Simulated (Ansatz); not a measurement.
## Work function of Na(110): what the settings cost and change

How thick a slab and how much vacuum does the work function of Na(110) need?

Program: Ansatz 0.2.0. Level of theory: plane-wave DFT, PBE, Ansatz PAW. Values are calculated unless marked as measured.

### Step 1. The structure

The cell holds 1 atom: 1 Na. Its edges and angles: a = 3.663 Å, b = 3.663 Å, c = 18.000 Å, α = 90.0°, β = 90.0°, γ = 70.5°. Vacuum lies along c.

### Step 2. Run, setting 1 layer

A work function rests on the faint tail of the density, so the SCF threshold is tight. The slab grows from one layer, at fixed mesh and 18 Å of vacuum; then the vacuum is varied on one slab.

Input file input.yaml:

```yaml
crystal:
  lattice:
    - [2.9910616844, -2.115, 0.0]
    - [2.9910616844, 2.115, 0.0]
    - [0.0, 0.0, 18.0]
  atoms:
    - { symbol: Na, position: [0.0, 0.0, 0.5] }
kpoints:
  mp_grid: { grid: [12, 12, 1] }
hamiltonian:
  xc: pbe
scf:
  occupations: { method: fermi_dirac, width: 0.1 }
  convergence: { dr2_threshold: 1.0e-09 }
efield:
  axis: 3
  dipole_correction: true
  ramp_position: 0.97
  ramp_width: 0.06
output:
  write_potential: true
  write_density: true
  volumetric_format: npy
  elf: true
```

Started as:

```
ansatz run input.yaml --threads 2 --pin off --max-ram 3072MiB --backend cpu --events-out ev --progress --plain --runs-dir out
```

The program printed:

```text
Engine: ansatz 0.2.0, aarch64-unknown-linux-gnu
Pseudopotentials: kind: paw
Pseudopotential: Na, paw, valence charge 9, recommended cutoff 420 eV (normal), Na.paw.azcp
Functional definition: PBE
  parameter kappa = 0.804
  parameter beta = 0.066725
  exchange = pbe_x(kappa = kappa, mu = beta*pi^2/3)
  correlation = pbe_c(beta = beta)
Crystal: 1 atoms, lattice volume = 227.739 Å³
Basis set: ecut = 420 eV, 4427 PW (Γ)
Bands: 9, of which v1, the nominal top of the filled ones, is band 5 counted from 1 (4 counted from 0)
Symmetry: 4 space group operations
k-points: 43 of 144
Non-local potential: Na, projectors of the file, l = 0: 3, l = 1: 2, l = 2: 1
PAW form: soft (Blöchl's): semilocal exchange-correlation on the pseudo side does not see the compensation charge
PAW one-centre angular grid: Na, 110 points (default); XC on 64 Gauss nodes
Initial density: superposition of atomic densities (neutral atoms: chi_scale 0, normalization atom), corrected by the library's trained network
Initial wavefunctions: pseudopotential atomic-orbital guess
Functional: x = pbe(κ = 0.804, μ = 0.219515), c = pbe(β = 0.066725)
SCF iter   1: F=—  HF=-1486.116475 eV  |F-HF|=—  |Δ(HF+E_count)|=         —  Δρ=2.14e-4  dr2=6.79e-4  ethr=1.77e-3  p=-0.000 e·Å  D=-5.33e-16 V/Å  ΔV_dip=0.00 eV  dr2_dipole=3.51e-13  V_vac-E_F(+/−)=2.73/2.73 eV  ⟨swp⟩=5.5  Hψ=2587  notcnv=0
efield: sawtooth ramp at fractional position 0.9700 (set: `efield.ramp_position`, or a place that a band, a saddle search or an elastic batch's reference lends), width 0.0600; the density the first Hamiltonian is built on has a dipole p = -0.000 e·Å; the dipole correction subtracts the counter field D = -5.33e-16 V/Å, which shifts the + side's vacuum level by +0.00 eV against the − side's; the planar-averaged density in the ramp window peaks in size at 1.1e-5 e/Å³
preconditioner: auto → LDOS  [metal: Δε(μ)=0.087 eV  Ē_g=4.423 eV  σ=0.100 eV  W_gap=0.21  n_scr=8 (ndim 8)  ℏωp=2.5 eV  f_vac=0.698  D(μ)=0.57/eV (n_scr^D=2)  β→1.0]
SCF iter   2: F=—  HF=-1486.117579 eV  |F-HF|=—  |Δ(HF+E_count)|=   1.10e-3  Δρ=1.74e-4  dr2=6.57e-5  ethr=7.54e-6  p=-0.000 e·Å  D=-1.34e-7 V/Å  ΔV_dip=0.00 eV  dr2_dipole=1.53e-12  V_vac-E_F(+/−)=2.89/2.89 eV  ⟨swp⟩=2.1  Hψ=1119  notcnv=0
SCF iter   3: F=—  HF=-1486.117606 eV  |F-HF|=—  |Δ(HF+E_count)|=   2.71e-5  Δρ=1.24e-4  dr2=2.41e-5  ethr=7.30e-7  p=0.000 e·Å  D=2.72e-7 V/Å  ΔV_dip=-0.00 eV  dr2_dipole=7.57e-13  V_vac-E_F(+/−)=2.88/2.88 eV  ⟨swp⟩=2.0  Hψ=588  notcnv=0
SCF iter   4: F=—  HF=-1486.117596 eV  |F-HF|=—  |Δ(HF+E_count)|=   1.02e-5  Δρ=1.75e-5  dr2=2.67e-6  ethr=2.67e-7  p=0.000 e·Å  D=7.40e-8 V/Å  ΔV_dip=-0.00 eV  dr2_dipole=4.28e-14  V_vac-E_F(+/−)=2.88/2.88 eV  ⟨swp⟩=2.1  Hψ=581  notcnv=0
SCF iter   5: F=—  HF=-1486.117595 eV  |F-HF|=—  |Δ(HF+E_count)|=   8.46e-7  Δρ=6.47e-6  dr2=2.86e-7  ethr=2.97e-8  p=-0.000 e·Å  D=-4.04e-9 V/Å  ΔV_dip=0.00 eV  dr2_dipole=2.82e-14  V_vac-E_F(+/−)=2.88/2.88 eV  ⟨swp⟩=1.5  Hψ=414  notcnv=0
SCF iter   6: F=—  HF=-1486.117591 eV  |F-HF|=—  |Δ(HF+E_count)|=   4.11e-6  Δρ=1.04e-6  dr2=8.41e-9  ethr=3.17e-9  p=0.000 e·Å  D=5.11e-8 V/Å  ΔV_dip=-0.00 eV  dr2_dipole=1.44e-14  V_vac-E_F(+/−)=2.88/2.88 eV  ⟨swp⟩=1.6  Hψ=419  notcnv=0
SCF iter   7: F=-1486.117591 eV  HF=-1486.117591 eV  |F-HF|=2.21e-11  |Δ(HF+E_count)|=   2.70e-9  Δρ=8.57e-8  dr2=5.20e-11  ethr=1.11e-11  p=-0.000 e·Å  D=-6.73e-9 V/Å  ΔV_dip=0.00 eV  dr2_dipole=1.64e-15  V_vac-E_F(+/−)=2.87/2.87 eV  ⟨swp⟩=3.7  Hψ=1380  notcnv=0
SCF 1 converged in 7 iterations: F = -1486.117591 eV  dr2 = 5.20e-11
  greatest PAW one-centre occupation: 0.999 electrons in one spin orbital (limit 2), on the Na atom at site 0 (counted from 0), in its partial waves of l = 0
WARN: The output density's exchange-correlation potential varies sharply where the density is thin. Do not read a vacuum level from v_tot or v_xc, or from such a field of the output density. On a cell that repeats whose density bears no net charge and no dipole along the vacuum's axis use v_es (v_loc + v_h of the components); under efield.dipole_correction with no amplitude use v_es + v_field, which holds any externa [...]
SCF converged after 7 iterations
Free energy (F): -1486.117591 eV
Harris-Foulkes:  -1486.117591 eV  (|F-HF|=2.21e-11)
Internal energy: -1486.098950 eV  (E = F + TS)
E sigma→0 (E₀):  -1486.108271 eV
Entropy (-TS):   -0.018641 eV (-18.641 meV/atom)
Fermi energy:    -2.041498 eV
Dipole field:    D = 0.000000 V/Å  (p = 0.000000 e·Å, saw-weighted, corrected)
Work function:   Φ+ = 2.8750 eV   Φ− = 2.8750 eV
Levels:          The Fermi level and band energies are counted from a zero that moves with the ramp; work functions are not
--- Per-component energies (eV) ---
  E_band       = -278.034421
  E_kinetic    = 119.765956
  E_local      = -2869.804861  (includes V_loc(G=0)·N_el)
  E_nonlocal   = 115.033685
  E_hartree    = 1222.800197
  E_xc         = -37.845641
  E_vxc        = -48.601276  (∫ρ·V_xc dr)
  E_paw        = -263.196637  (= ΣΔE_a)
  E_vpaw       = -40.028060  (= ΣTr[D̂ρ^β])
  E_aug_tail   = -0.000031  (compensation charges beyond the density's cutoff)
  E_efield     = 0.000000  (sawtooth field / dipole correction)
  E_vefield    = 0.000000  (∫n·V_field dr)
  E_ewald      = 227.148381
  E_smearing   = -0.018641  (= −TS)
  E_closure    = -0.000000  (closes the sum)
  Σ components = -1486.117591   (vs F -1486.117591, Δ=0.00e0)
--- Band table (eV; the first three rows and the last of 43) ---
  k-point 0: bands = ["-55.4395", "-27.3772", "-27.3406", "-27.3377", "-3.9777", "-1.2891", "0.3603", "1.1962", "1.3135"]
  k-point 1: bands = ["-55.4395", "-27.3770", "-27.3417", "-27.3382", "-3.8878", "-1.2039", "0.4478", "1.2830", "1.4007"]
  k-point 2: bands = ["-55.4393", "-27.3765", "-27.3456", "-27.3388", "-3.6189", "-0.9483", "0.7096", "1.5434", "1.6616"]
  k-point 42: bands = ["-55.4379", "-27.3729", "-27.3687", "-27.3495", "-0.1064", "0.5358", "2.7504", "2.8579", "4.0468"]
```

The job ended after 9.5 s (2 threads of Arm Neoverse N1, shared host; peak memory 0.46 GiB; 17 s of CPU time).

Numbers from this step:

| Item | Value |
| --- | --- |
| energy at zero smearing | -1486.1083 eV |
| work function, upper face | 2.875 eV |

Running mean over 2.991 Å of the planar mean; the ramp of the sawtooth is left out. Table of electron's electrostatic potential energy less the Fermi level by z:

z (Å), electron's electrostatic potential energy less the Fermi level (eV) and a bar from the least value:
```
      3.0       2.87 ##############################
      3.5       2.87 ##############################
      4.0       2.87 ##############################
      4.5       2.87 ##############################
      5.0       2.85 ##############################
      5.5       2.82 ##############################
      6.0       2.72 #############################
      6.5       2.51 ###########################
      7.0       2.00 #######################
      7.5       0.79 ##############
      8.0      -0.43 #####
      8.5      -0.91 #
      9.0      -1.04 
      9.5      -0.91 #
     10.0      -0.43 #####
     10.5       0.79 ##############
     11.0       2.00 #######################
     11.5       2.51 ###########################
     12.0       2.72 #############################
     12.5       2.82 ##############################
     13.0       2.85 ##############################
     13.5       2.87 ##############################
     14.0       2.87 ##############################
     14.5       2.87 ##############################
     15.0       2.87 ##############################
```

Electrostatic potential energy in the ca plane at fractional y = 0.000, with atoms of Na within 0.2 Å of it. With pseudopotentials it is smooth inside the atoms' cores, unlike the true potential.

Values in units of 1e0 eV, 5 rows by 16 columns, each cell a mean:
```
  0.8   0.8   0.8   0.8   0.8   0.7  -0.6  -7.9  -9.3  -1.3   0.6   0.8   0.8   0.8   0.8   0.8
  0.8   0.8   0.8   0.8   0.8   0.7   0.1  -2.4  -2.9  -0.1   0.7   0.8   0.8   0.8   0.8   0.8
  0.8   0.8   0.8   0.8   0.8   0.8   0.4  -0.6  -0.8   0.3   0.8   0.8   0.8   0.8   0.8   0.8
  0.8   0.8   0.8   0.8   0.8   0.7   0.0  -3.8  -4.7  -0.4   0.7   0.8   0.8   0.8   0.8   0.8
  0.8   0.8   0.8   0.8   0.8   0.7  -0.7  -8.7 -10.0  -1.5   0.6   0.8   0.8   0.8   0.8   0.8
```
Columns run along c (18.0 Å; values clipped at the 3rd and 97th percentile), rows up along a (3.7 Å). Atoms in or near the plane, at fractional coordinates: Na at (0.50, 0.00).

Valence density in the ca plane at fractional y = 0.000, with atoms of Na within 0.2 Å of it. It is the smooth field of the valence electrons, not physical close to the nuclei.

Ten steps, logarithmic in the rise over the least value, from '0' (0 e/Å³) to '9' (16 e/Å³), each cell a mean:
```
00000000000000000000389610000000000000000000
00000000000000000000133100000000000000000000
00000000000000000000000000000000000000000000
00000000000000000000000000000000000000000000
00000000000000000000000000000000000000000000
00000000000000000000001000000000000000000000
00000000000000000000156300000000000000000000
00000000000000000000499710000000000000000000
```
Columns run along c (18.0 Å), rows up along a (3.7 Å). Atoms in or near the plane, at fractional coordinates: Na at (0.50, 0.00).

ELF in the ca plane at fractional y = 0.000, with atoms of Na within 0.2 Å of it. It is the smooth field of the valence electrons, not physical close to the nuclei.

Values, 5 rows by 16 columns, each cell a mean:
```
0.00 0.00 0.00 0.00 0.01 0.08 0.17 0.29 0.37 0.14 0.12 0.01 0.00 0.00 0.00 0.00
0.00 0.00 0.00 0.00 0.01 0.08 0.36 0.18 0.15 0.37 0.13 0.01 0.00 0.00 0.00 0.00
0.00 0.00 0.00 0.00 0.01 0.09 0.46 0.56 0.53 0.52 0.13 0.01 0.00 0.00 0.00 0.00
0.00 0.00 0.00 0.00 0.01 0.08 0.30 0.12 0.13 0.29 0.12 0.01 0.00 0.00 0.00 0.00
0.00 0.00 0.00 0.00 0.01 0.08 0.15 0.34 0.40 0.12 0.11 0.01 0.00 0.00 0.00 0.00
```
Columns run along c (18.0 Å), rows up along a (3.7 Å). Atoms in or near the plane, at fractional coordinates: Na at (0.50, 0.00).

The work function is 2.875 eV.

### Step 3. Run, 2 atoms

System of this step: Na(110). The cell holds 2 atoms: 2 Na. Its edges and angles: a = 3.663 Å, b = 3.663 Å, c = 20.991 Å, α = 90.0°, β = 90.0°, γ = 70.5°. Vacuum lies along c.

input.yaml, the sections that differ from step 2:

```yaml
crystal:
  lattice:
    - [2.9910616844, -2.115, 0.0]
    - [2.9910616844, 2.115, 0.0]
    - [0.0, 0.0, 20.9910616844]
  atoms:
    - { symbol: Na, position: [0.0, 0.0, 0.4287539209] }
    - { symbol: Na, position: [0.5, 0.5, 0.5712460791] }
output:
  write_potential: true
  write_density: true
  volumetric_format: npy
# kpoints, hamiltonian, scf, efield: as in step 2
```

The program printed:

```text
[...]
Crystal: 2 atoms, lattice volume = 265.583 Å³
Basis set: ecut = 420 eV, 5161 PW (Γ)
Bands: 13, of which v1, the nominal top of the filled ones, is band 9 counted from 1 (8 counted from 0)
Symmetry: 4 space group operations
k-points: 43 of 144
[...]
k-point 0: bands = [... 5 lower, -26.6815, -26.6814, -26.6799, -4.2589, -2.6599, -0.8206, 0.7796, 1.2284]
  k-point 1: bands = [... 5 lower, -26.6827, -26.6822, -26.6804, -4.1690, -2.5711, -0.7365, 0.8663, 1.3153]
  k-point 2: bands = [... 5 lower, -26.6868, -26.6830, -26.6808, -3.9005, -2.3054, -0.4843, 1.1248, 1.5762]
  k-point 42: bands = [... 5 lower, -26.6977, -26.6957, -26.6915, -0.3384, 0.1975, 1.1853, 1.7399, 3.1445]
[key lines of the parts left out:]
SCF converged after 8 iterations
Free energy (F): -2972.523153 eV
Fermi energy:    -1.535629 eV
Dipole field:    D = -0.000000 V/Å  (p = -0.000000 e·Å, saw-weighted, corrected)
Work function:   Φ+ = 2.9279 eV   Φ− = 2.9279 eV
```

Wall time 14 s (2 threads); peak memory 0.47 GiB; 27 s of CPU time.

The work function is 2.928 eV, +0.053 eV from the run “1 layer”, at 1.5 times its CPU time.

### Step 4. Slab, 3 atoms

System of this step: Na(110). The cell holds 3 atoms: 3 Na. Cell: a = 3.663 Å, b = 3.663 Å, c = 23.982 Å, α = 90.0°, β = 90.0°, γ = 70.5°. Vacuum lies along c.

input.yaml, the sections that differ from step 3:

```yaml
crystal:
  lattice:
    - [2.9910616844, -2.115, 0.0]
    - [2.9910616844, 2.115, 0.0]
    - [0.0, 0.0, 23.9821233688]
  atoms:
    - { symbol: Na, position: [0.0, 0.0, 0.3752795306] }
    - { symbol: Na, position: [0.5, 0.5, 0.5] }
    - { symbol: Na, position: [0.0, 0.0, 0.6247204694] }
# kpoints, hamiltonian, scf, efield, output: as in step 3
```

The program printed:

```text
[...]
Crystal: 3 atoms, lattice volume = 303.426 Å³
Basis set: ecut = 420 eV, 5895 PW (Γ)
Bands: 18, of which v1, the nominal top of the filled ones, is band 14 counted from 1 (13 counted from 0)
Symmetry: 4 space group operations
k-points: 43 of 144
[...]
k-point 0: bands = [... 10 lower, -26.0694, -26.0636, -4.0754, -3.1988, -1.7991, -0.4127, 1.0073, 1.7379]
  k-point 1: bands = [... 10 lower, -26.0702, -26.0644, -3.9855, -3.1097, -1.7111, -0.3294, 1.0938, 1.8241]
  k-point 2: bands = [... 10 lower, -26.0734, -26.0657, -3.7164, -2.8432, -1.4481, -0.0792, 1.3508, 2.0825]
  k-point 42: bands = [... 10 lower, -26.0814, -26.0713, -0.1285, 0.3638, 0.6725, 1.2412, 2.0325, 2.4981]
[key lines of the parts left out:]
SCF converged after 8 iterations
Free energy (F): -4458.934145 eV
Fermi energy:    -1.134699 eV
Dipole field:    D = -0.000000 V/Å  (p = -0.000001 e·Å, saw-weighted, corrected)
Work function:   Φ+ = 2.9174 eV   Φ− = 2.9174 eV
```

Run time: 20 s. Hardware: 2 threads; peak memory 0.55 GiB; 39 s of CPU time.

The work function is 2.917 eV, -0.010 eV from the run “2 layers”, at 1.4 times its CPU time.

### Step 5. Slab, 4 atoms

System of this step: Na(110). The cell holds 4 atoms: 4 Na. Its edges and angles: a = 3.663 Å, b = 3.663 Å, c = 26.973 Å, α = 90.0°, β = 90.0°, γ = 70.5°. Vacuum lies along c.

input.yaml, the sections that differ from step 4:

```yaml
crystal:
  lattice:
    - [2.9910616844, -2.115, 0.0]
    - [2.9910616844, 2.115, 0.0]
    - [0.0, 0.0, 26.9731850533]
  atoms:
    - { symbol: Na, position: [0.0, 0.0, 0.3336647112] }
    - { symbol: Na, position: [0.5, 0.5, 0.4445549037] }
    - { symbol: Na, position: [0.0, 0.0, 0.5554450963] }
    - { symbol: Na, position: [0.5, 0.5, 0.6663352888] }
# kpoints, hamiltonian, scf, efield, output: as in step 4
```

The program printed:

```text
[...]
Crystal: 4 atoms, lattice volume = 341.270 Å³
Basis set: ecut = 420 eV, 6633 PW (Γ)
Bands: 22, of which v1, the nominal top of the filled ones, is band 18 counted from 1 (17 counted from 0)
Symmetry: 4 space group operations
k-points: 43 of 144
[...]
k-point 0: bands = [... 14 lower, -25.7262, -25.7261, -3.8510, -3.3083, -2.3928, -1.1956, -0.0892, 1.2380]
  k-point 1: bands = [... 14 lower, -25.7270, -25.7269, -3.7609, -3.2189, -2.3043, -1.1083, -0.0063, 1.3240]
  k-point 2: bands = [... 14 lower, -25.7285, -25.7277, -3.4915, -2.9515, -2.0397, -0.8475, 0.2424, 1.5785]
  k-point 42: bands = [... 14 lower, -25.7407, -25.7287, 0.1088, 0.5823, 0.5960, 1.1288, 1.4499, 2.0066]
[key lines of the parts left out:]
SCF converged after 8 iterations
Free energy (F): -5945.364310 eV
Fermi energy:    -0.812524 eV
Dipole field:    D = -0.000001 V/Å  (p = -0.000002 e·Å, saw-weighted, corrected)
Work function:   Φ+ = 2.8885 eV   Φ− = 2.8885 eV
```

It took 27 s on 2 threads; peak memory 0.64 GiB.

The work function is 2.889 eV, -0.029 eV from the run “3 layers”, at 1.4 times its CPU time.

### Step 6. Slab, 5 atoms

System of this step: Na(110). The cell holds 5 atoms: 5 Na. Cell: a = 3.663 Å, b = 3.663 Å, c = 29.964 Å, α = 90.0°, β = 90.0°, γ = 70.5°. Vacuum lies along c.

input.yaml, the sections that differ from step 5:

```yaml
crystal:
  lattice:
    - [2.9910616844, -2.115, 0.0]
    - [2.9910616844, 2.115, 0.0]
    - [0.0, 0.0, 29.9642467377]
  atoms:
    - { symbol: Na, position: [0.0, 0.0, 0.3003579592] }
    - { symbol: Na, position: [0.5, 0.5, 0.4001789796] }
    - { symbol: Na, position: [0.0, 0.0, 0.5] }
    - { symbol: Na, position: [0.5, 0.5, 0.5998210204] }
    - { symbol: Na, position: [0.0, 0.0, 0.6996420408] }
# kpoints, hamiltonian, scf, efield, output: as in step 5
```

The program printed:

```text
[...]
Crystal: 5 atoms, lattice volume = 379.113 Å³
Basis set: ecut = 420 eV, 7371 PW (Γ)
Bands: 28, of which v1, the nominal top of the filled ones, is band 23 counted from 1 (22 counted from 0)
Symmetry: 4 space group operations
k-points: 43 of 144
[...]
k-point 1: bands = [... 19 lower, -25.4466, -3.5572, -3.1933, -2.5595, -1.6961, -0.6614, 0.2513, 1.4643, ... 1 higher]
  k-point 2: bands = [... 19 lower, -25.4479, -3.2876, -2.9252, -2.2936, -1.4331, -0.4022, 0.4991, 1.7182, ... 1 higher]
  k-point 42: bands = [... 19 lower, -25.4533, 0.3194, 0.6432, 0.7836, 1.1507, 1.2241, 1.7712, 2.0399, ... 1 higher]
[key lines of the parts left out:]
SCF converged after 8 iterations
Free energy (F): -7431.783342 eV
Fermi energy:    -0.539176 eV
Dipole field:    D = -0.000001 V/Å  (p = -0.000001 e·Å, saw-weighted, corrected)
Work function:   Φ+ = 2.8474 eV   Φ− = 2.8474 eV
```

Elapsed: 38 s, on 2 threads; peak memory 0.77 GiB.

The work function is 2.847 eV, -0.041 eV from the run “4 layers”, at 1.4 times its CPU time.

### Step 7. Slab, 6 atoms

System of this step: Na(110). The cell holds 6 atoms: 6 Na. Its edges and angles: a = 3.663 Å, b = 3.663 Å, c = 32.955 Å, α = 90.0°, β = 90.0°, γ = 70.5°. Vacuum lies along c.

input.yaml, the sections that differ from step 6:

```yaml
crystal:
  lattice:
    - [2.9910616844, -2.115, 0.0]
    - [2.9910616844, 2.115, 0.0]
    - [0.0, 0.0, 32.9553084221]
  atoms:
    - { symbol: Na, position: [0.0, 0.0, 0.2730971255] }
    - { symbol: Na, position: [0.5, 0.5, 0.3638582753] }
    - { symbol: Na, position: [0.0, 0.0, 0.4546194251] }
    - { symbol: Na, position: [0.5, 0.5, 0.5453805749] }
    - { symbol: Na, position: [0.0, 0.0, 0.6361417247] }
    - { symbol: Na, position: [0.5, 0.5, 0.7269028745] }
# kpoints, hamiltonian, scf, efield, output: as in step 6
```

The program printed:

```text
[...]
Crystal: 6 atoms, lattice volume = 416.957 Å³
Basis set: ecut = 420 eV, 8113 PW (Γ)
Bands: 33, of which v1, the nominal top of the filled ones, is band 27 counted from 1 (26 counted from 0)
Symmetry: 4 space group operations
k-points: 43 of 144
[...]
k-point 1: bands = [... 23 lower, -25.2472, -3.3823, -3.1180, -2.6576, -2.0210, -1.2220, -0.3136, 0.4607, ... 2 higher]
  k-point 2: bands = [... 23 lower, -25.2478, -3.1126, -2.8495, -2.3908, -1.7565, -0.9604, -0.0558, 0.7077, ... 2 higher]
  k-point 42: bands = [... 23 lower, -25.2489, 0.4983, 0.7324, 0.9571, 1.1499, 1.2235, 1.6781, 1.7399, ... 2 higher]
[key lines of the parts left out:]
SCF converged after 8 iterations
Free energy (F): -8918.213669 eV
Fermi energy:    -0.334899 eV
Dipole field:    D = -0.000001 V/Å  (p = -0.000001 e·Å, saw-weighted, corrected)
Work function:   Φ+ = 2.8306 eV   Φ− = 2.8306 eV
```

Elapsed: 52 s, on 2 threads; peak memory 0.89 GiB; 1.7 min of CPU time.

The work function is 2.831 eV, -0.017 eV from the run “5 layers”, at 1.4 times its CPU time.

(Continued in part 2 of 2.)

[Long decimals in the printed logs are rounded to 6 places.]

[Logs are printed without paths, hosts, clocks, repeated set-up lines and the standing remarks that a program may print on its own settings, such as how far it seeks lower states.]

[Hosts, paths, dates, database ids (printed as entryN), source tags and the programs' standing remarks are cut or masked in the printed files.]

[Maps of the electrostatic potential energy from Ansatz leave out the sawtooth potential of an applied field or a dipole correction, so their vacuum need not be flat; planar profiles and work functions include it.]
